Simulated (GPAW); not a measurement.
# Screening of a field by N/W(110), part 2 of 2

Wanted: the out-of-plane polarisability of N/W(110).

GPAW 26.7.0; GPAW, PAW setups; slab in vacuum, relaxation (the session's first sound run).

So far, dipole along the normal (e·Å): step 2 (relaxation) -0.0639; step 4 (In a field) -0.147; step 5 (field on) -0.106.

### Step 7. In a field

Contents of run.py:

```python
import json
import numpy as np
from ase import Atoms
from gpaw import GPAW, PW
from gpaw.external import ConstantElectricField

slab = Atoms(
    ['W', 'W', 'W', 'W', 'N'],
    positions=[
        [0.00000, 0.00000, 7.00000],
        [2.23446, -0.00000, 9.23446],
        [0.01011, 0.00000, 11.50036],
        [2.29976, -0.00000, 13.82206],
        [3.98814, -0.00000, 14.88671]],
    cell=[[2.23446, -1.58, 0.0], [2.23446, 1.58, 0.0], [0.0, 0.0, 22.56102]],
    pbc=[True, True, False])

slab.calc = GPAW(mode=PW(500), xc='PBE', kpts={'size': (12, 12, 1), 'gamma': True},
                 occupations={'name': 'fermi-dirac', 'width': 0.1}, nbands='160%',
                 convergence={'density': 1e-05}, maxiter=200,
                 poissonsolver={'dipolelayer': 'xy'},
                 external=ConstantElectricField(0.05, [0, 0, 1]),
                 symmetry={'tolerance': 1e-3}, txt='slab.txt')
result = {}
energy = slab.get_potential_energy()
fermi = slab.calc.get_fermi_level()
v = slab.calc.get_electrostatic_potential().mean((0, 1)) - fermi
n = slab.calc.get_pseudo_density().mean((0, 1))
L = slab.cell[2, 2]
z = np.arange(len(v)) * L / len(v)
low, high = slab.positions[:, 2].min(), slab.positions[:, 2].max()
below, above = np.interp([low - 4.8, high + 4.8], z, v)
slopes = [np.interp(x, z, np.gradient(v, z)) for x in (low - 4.8, high + 4.8)]
eps = np.array([[slab.calc.get_eigenvalues(k, s) for k in range(len(slab.calc.get_ibz_k_points()))]
                for s in range(slab.calc.get_number_of_spins())]) - fermi
top, bottom = eps[eps < 0].max(), eps[eps > 0].min()
dipole = slab.get_dipole_moment()[2]
print(f'energy {energy:.4f} eV, Fermi level {fermi:.4f} eV, dipole {dipole:.5f} e A')
print(f'potential 4.8 A off the faces, from the Fermi level: lower {below:.4f} eV, upper {above:.4f} eV')
print(f'slope of the potential there: lower {slopes[0]:.5f}, upper {slopes[1]:.5f} eV/A')
print(f'nearest levels on the mesh: {top:.4f} and {bottom:.4f} eV')
print('magnetic moment', round(slab.get_magnetic_moment(), 3))
result.update(energy=energy, fermi=fermi, dipole=dipole, below=below, above=above, slopes=slopes, edges=[top, bottom],
              z=z.tolist(), v=v.tolist(), n=n.tolist(), positions=slab.positions.tolist(),
              forces=slab.get_forces(apply_constraint=False).tolist(), moments=slab.get_magnetic_moments().tolist())
json.dump(result, open('result.json', 'w'))
```

Run with:

```
> OMP_NUM_THREADS=1 OPENBLAS_NUM_THREADS=1 python run.py
```

Wall time 8.4 min (1 thread of Arm Neoverse V1, shared host); peak memory 0.53 GiB.

Table of electrostatic potential energy of an electron (without an applied field's), less the Fermi level, planar mean by z:

z (Å), electrostatic potential energy of an electron (without an applied field's), less the Fermi level, planar mean (eV) and a bar from the least value:
```
      0.0        5.7 ##############################
      0.5        5.2 #############################
      1.0        5.2 #############################
      1.5        5.2 #############################
      2.0        5.2 #############################
      2.5        5.2 #############################
      3.0        5.2 #############################
      3.5        5.2 #############################
      4.0        5.1 #############################
      4.5        5.0 #############################
      5.0        4.6 #############################
      5.5        3.2 ###########################
      6.0       -1.3 ########################
      6.5      -14.6 ############
      7.0      -28.9 
      7.5      -14.9 ############
      8.0       -2.9 ######################
      8.5       -7.5 ##################
      9.0      -25.4 ###
      9.5      -24.4 ####
     10.0       -6.7 ###################
     10.5       -2.9 ######################
     11.0      -15.1 ############
     11.5      -29.4 
     12.0      -15.1 ############
     12.5       -2.7 ######################
     13.0       -5.7 ####################
     13.5      -22.9 #####
     14.0      -28.1 #
     14.5      -14.4 #############
     15.0      -12.3 ##############
     15.5        2.5 ###########################
     16.0        5.7 #############################
     16.5        6.2 ##############################
     17.0        6.3 ##############################
     17.5        6.3 ##############################
     18.0        6.3 ##############################
     18.5        6.3 ##############################
     19.0        6.3 ##############################
     19.5        6.3 ##############################
     20.0        6.3 ##############################
     20.5        6.3 ##############################
     21.0        6.3 ##############################
     21.5        6.3 ##############################
     22.0        6.3 ##############################
```

### Step 8. In a field

run.py, as its differences from that of step 7:

```diff
@@ -21,3 +21,3 @@
                  poissonsolver={'dipolelayer': 'xy'},
-                 external=ConstantElectricField(0.05, [0, 0, 1]),
+                 external=ConstantElectricField(0.1, [0, 0, 1]),
                  symmetry={'tolerance': 1e-3}, txt='slab.txt')
```

Wall time 7.6 min (1 thread); peak memory 0.53 GiB.

The dipole is now -0.0229 e Å, against -0.064 in the run without a field.

### Step 9. Field on

run.py, as its differences from that of step 8:

```diff
@@ -21,3 +21,3 @@
                  poissonsolver={'dipolelayer': 'xy'},
-                 external=ConstantElectricField(0.1, [0, 0, 1]),
+                 external=ConstantElectricField(0.2, [0, 0, 1]),
                  symmetry={'tolerance': 1e-3}, txt='slab.txt')
```

The job ended after 6.1 min (1 thread; peak memory 0.53 GiB).

The electrostatic potential energy of an electron (without an applied field's), less the Fermi level, planar mean by z:

```csv
z (Å),"electrostatic potential energy of an electron (without an applied field's), less the Fermi level, planar mean (eV)"
0.0,5.88
0.5,6.11
1.0,6.11
1.5,6.11
2.0,6.11
2.5,6.11
3.0,6.11
3.5,6.10
4.0,6.05
4.5,5.92
5.0,5.47
5.5,4.03
6.0,-0.501
6.5,-13.9
7.0,-28.3
7.5,-14.3
8.0,-2.44
8.5,-7.06
9.0,-25.1
9.5,-24.1
10.0,-6.52
10.5,-2.83
11.0,-15.0
11.5,-29.4
12.0,-15.2
12.5,-2.84
13.0,-5.92
13.5,-23.2
14.0,-28.5
14.5,-14.9
15.0,-12.8
15.5,1.91
16.0,5.03
16.5,5.53
17.0,5.62
17.5,5.63
18.0,5.63
18.5,5.63
19.0,5.64
19.5,5.64
20.0,5.64
20.5,5.64
21.0,5.64
21.5,5.64
22.0,5.64
```

The dipole is now 0.0186 e Å, against -0.064 in the run without a field.

### Step 10. In a field

run.py, as its differences from that of step 9:

```diff
@@ -21,3 +21,3 @@
                  poissonsolver={'dipolelayer': 'xy'},
-                 external=ConstantElectricField(0.2, [0, 0, 1]),
+                 external=ConstantElectricField(0.3, [0, 0, 1]),
                  symmetry={'tolerance': 1e-3}, txt='slab.txt')
```

Run time: 6.1 min. Hardware: 1 thread; peak memory 0.53 GiB.

The dipole is now 0.0602 e Å, against -0.064 in the run without a field.

### Step 11. The series

The members are put on one axis.

This step: induced dipole against applied field (GPAW 26.7.0).

Dipole along the normal against field:

```csv
field (V/Å),dipole along the normal (e·Å)
-0.200,-0.147
-0.100,-0.106
-0.050,-0.0850
0.000,-0.0639
0.050,-0.0436
0.100,-0.0229
0.200,0.0186
0.300,0.0602
```

### Step 12. A changed run

One more run, with changed settings.

This step: GPAW, PAW setups; slab in vacuum (GPAW 26.7.0).

run.py, as its differences from that of step 10:

```diff
@@ -4,3 +4,2 @@
 from gpaw import GPAW, PW
-from gpaw.external import ConstantElectricField
 
@@ -19,5 +18,4 @@
                  occupations={'name': 'fermi-dirac', 'width': 0.1}, nbands='160%',
-                 convergence={'density': 1e-05}, maxiter=200,
+                 convergence={'density': 1e-05}, maxiter=3,
                  poissonsolver={'dipolelayer': 'xy'},
-                 external=ConstantElectricField(0.3, [0, 0, 1]),
                  symmetry={'tolerance': 1e-3}, txt='slab.txt')
```

The job ended after 45 s (1 thread; peak memory 0.35 GiB).

The run stopped without converging, so none of its numbers is a property of the system.

The fault put into the input: too few SCF iterations (maxiter = 3).

### Step 13. Summary of results

| Property | Result |
| --- | --- |
| work function, upper and lower face | 6.502 and 4.856 eV |
| dipole along the normal | -0.0639 e Å |
| induced dipole per field | 0.414 e Å per V/Å |
| out-of-plane polarisability per area, α/(ε0 A) | 10.6 Å |

In words: The field induces 0.414 e Å per V/Å, a polarisable thickness α/(ε0 A) of 10.6 Å beside 7.89 Å between the outermost nuclei. A perfect conductor would give the distance between its two image planes; a dielectric of thickness t gives t(1 - 1/ε). The two faces differ by 1.6 eV, the step that the slab's dipole makes (e p/(ε0 A) gives 1.6 eV), so the dipole layer is needed. The induced dipole is linear in the field over this range. The cell of 7.06 Å² holds one N, started on one chosen site; other sites and coverages weren't tried. The in-plane lattice was kept as typed, which isn't the functional's own and leaves some strain; spin-orbit coupling and temperature are left out.

[Logs are printed without paths, hosts, clocks, repeated set-up lines and the standing remarks that a program may print on its own settings, such as how far it seeks lower states.]

[Hosts, paths, dates, database ids (printed as entryN), source tags and the programs' standing remarks are cut or masked in the printed files.]
